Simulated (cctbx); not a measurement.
# What is wrong with this refinement?

Cell a = 9.1630 Å, b = 9.1630 Å, c = 3.6080 Å, α = 90.00°, β = 90.00°, γ = 120.00°; space group P-6 (no. 174).

The data are simulated with cctbx, not measured: Ga Kα, λ = 1.3414 Å, to d = 0.83 Å, 50 % of the full sphere, strongest reflection 5000 counts, noise from counting, a 2 % proportional error and a noise floor of 2 counts (s.d.); no absorption, and some extinction, which the refinements don't model.

An anisotropic refinement with weights 1/σ² prints:

```text
Rint 0.025, 355 unique reflections to 0.83 A
cycle     R1     wR2    GooF  max shift (A)
   1  0.0426  0.1025   3.196   0.07945
   2  0.0406  0.0953   2.969   0.00028
final R1 0.0406 wR2 0.0953 GooF 2.969  parameters 36  data/parameter 9.9
atom        x        y        z      Ueq    occ   su(xyz)  su(Uiso or U11)
Ni1    0.62276  0.82761  0.50000   0.0225  1.000  0.00022  0.0009
P1     0.45111  0.36221  0.50000   0.0279  1.000  0.00044  0.0016
P2     0.33333  0.66667  0.50000   0.0257  1.000  0.00000  0.0018
P3     0.75738  0.80308  0.00000   0.0356  1.000  0.00049  0.0020
Mg1    0.66667  0.33333  0.00000   0.0284  1.000  0.00000  0.0026
Mg2    0.00000  0.00000  0.50000   0.0354  1.000  0.00000  0.0027
Mg3    0.44909  0.55626  0.00000   0.0306  1.000  0.00064  0.0026
Be1    0.78631  0.06228  0.00000   0.0335  1.000  0.00259  0.0091
difference map: max 2.45 min -0.73 rms 0.18
Q1    0.4064  0.1006  0.5000    3    2.55  2.18 A from P1
Q2    0.2242  0.6212  0.5000    3    0.56  0.87 A from P2
Q3    0.1214  0.2719  0.5000    3    0.53  0.88 A from Ni1
Q4    0.1067  0.0281  0.5000    3    0.51  0.88 A from Mg2
Q5    0.5188  0.4489  0.0000    3    0.47  1.42 A from Mg3
Q6    0.5578  0.4296  0.5000    3    0.45  0.86 A from P1
```

Q: Accept it or mend it, and why?

Mend it. The fault: an atom left out, Be at (0.6959, 0.5939, 1/2). Against the right model at the same level, R1 goes from 0.0139 to 0.0406 and GooF from 0.98 to 2.97 and the top difference peak, 2.5 e/Å³, lies 2.18 Å from P1. Q1 is the missing atom. With scattering power missing, scale and phases suffer, so peaks may also grow on the heavy atoms.

The compound is Mg5Be6Ni3P7. The right model at the same level gives:

```text
Rint 0.025, 355 unique reflections to 0.83 A
cycle     R1     wR2    GooF  max shift (A)
   1  0.0144  0.0323   1.016   0.00778
   2  0.0139  0.0311   0.977   0.00001
final R1 0.0139 wR2 0.0311 GooF 0.977  parameters 42  data/parameter 8.5
atom        x        y        z      Ueq    occ   su(xyz)  su(Uiso or U11)
Ni1    0.62281  0.82783  0.50000   0.0232  1.000  0.00007  0.0003
P1     0.45144  0.36286  0.50000   0.0307  1.000  0.00015  0.0006
P2     0.33333  0.66667  0.50000   0.0263  1.000  0.00000  0.0006
P3     0.75714  0.80334  0.00000   0.0373  1.000  0.00017  0.0007
Mg1    0.66667  0.33333  0.00000   0.0321  1.000  0.00000  0.0009
Mg2    0.00000  0.00000  0.50000   0.0350  1.000  0.00000  0.0009
Mg3    0.44755  0.55551  0.00000   0.0314  1.000  0.00021  0.0009
Be1    0.78753  0.07141  0.00000   0.0389  1.000  0.00100  0.0039
Be2    0.69677  0.59521  0.50000   0.0443  1.000  0.00104  0.0034
Flack x: -0.009(7)
Hooft y: -0.000(7)  Bijvoet pairs: 168
difference map: max 0.20 min -0.15 rms 0.05
Q1    0.1787  0.5329  0.5000    3    0.20  1.33 A from P2
Q2    0.2714  0.0982  0.0000    3    0.19  1.00 A from Be1
Q3    0.2693  0.0216  0.3152    6    0.19  1.27 A from Be2
Q4    0.2302  0.4314  0.0000    3    0.16  1.71 A from P3
Q5    0.5313  0.4300  0.0000    3    0.15  1.67 A from Mg3
Q6    0.0713  0.7533  0.0000    3    0.14  1.17 A from Be1
```

The model was made for the exercise: a known structure type with other elements put in, its volume estimated, not relaxed; displacement parameters are assumed.

[Middle refinement cycles are left out of these outputs.]

[Logs are printed without paths, hosts, clocks, repeated set-up lines and the standing remarks that a program may print on its own settings, such as how far it seeks lower states.]
